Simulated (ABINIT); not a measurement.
An input for ABINIT 10.8.3 (SrTiO3 (Tausonite)):

```
acell 3*1.0 Angstrom
rprim 
  3.905280000000 0.000000000000 0.000000000000
  0.000000000000 3.905280000000 0.000000000000
  0.000000000000 0.000000000000 3.905280000000
ntypat 3
znucl 38 22 8
natom 5
typat 1 2 3 3 3
xred 
  0.500000000000 0.500000000000 0.500000000000
  0.000000000000 0.000000000000 0.000000000000
  0.500000000000 0.000000000000 0.000000000000
  0.000000000000 0.500000000000 0.000000000000
  0.000000000000 0.000000000000 0.500000000000
pp_dirpath "pseudos"
pseudos "Sr.upf, Ti.upf, O.upf"
ecut 38
ngkpt 6 6 6
nshiftk 1
shiftk 0 0 0
kptopt 1
chksymbreak 0
nband 26
occopt 1
tolvrs 1e-10
nstep 60
prtwf 0
indata_prefix "in"
outdata_prefix "out"
tmpdata_prefix "tmp"
```

```sh
OMP_NUM_THREADS=1 mpirun -n 8 abinit run.abi > log
```

**Question.** Estimate wall time and host memory on 8 MPI ranks of Arm Neoverse V2, shared host.

It took 23 s; on shared hardware allow 12 s to 46 s. Peak host memory was 0.64 GiB.

[Paths, hosts, dates, memory and timing lines, banners, echoed tables and standing remarks are left out of the program output.]

[Logs are printed without paths, hosts, clocks, repeated set-up lines and the standing remarks that a program may print on its own settings, such as how far it seeks lower states.]

[Runs of the session that timed out or met a known fault of the program may be left out.]

[No measured gap is set beside runs whose start may be inverted or whose files or cutoffs have a known fault.]

[Hosts, paths, dates, database ids (printed as entryN), source tags and the programs' standing remarks are cut or masked in the printed files.]

[G0W0 gaps are taken among the corrected bands and points alone; a level outside them can change the order at an edge.]

[Where Ansatz stands beside ABINIT at settings called matched, ABINIT's density can come from a denser mesh and the files from another edition; pairs whose starting gaps differed by over 0.03 eV were left out, so agreement reads better than it is.]
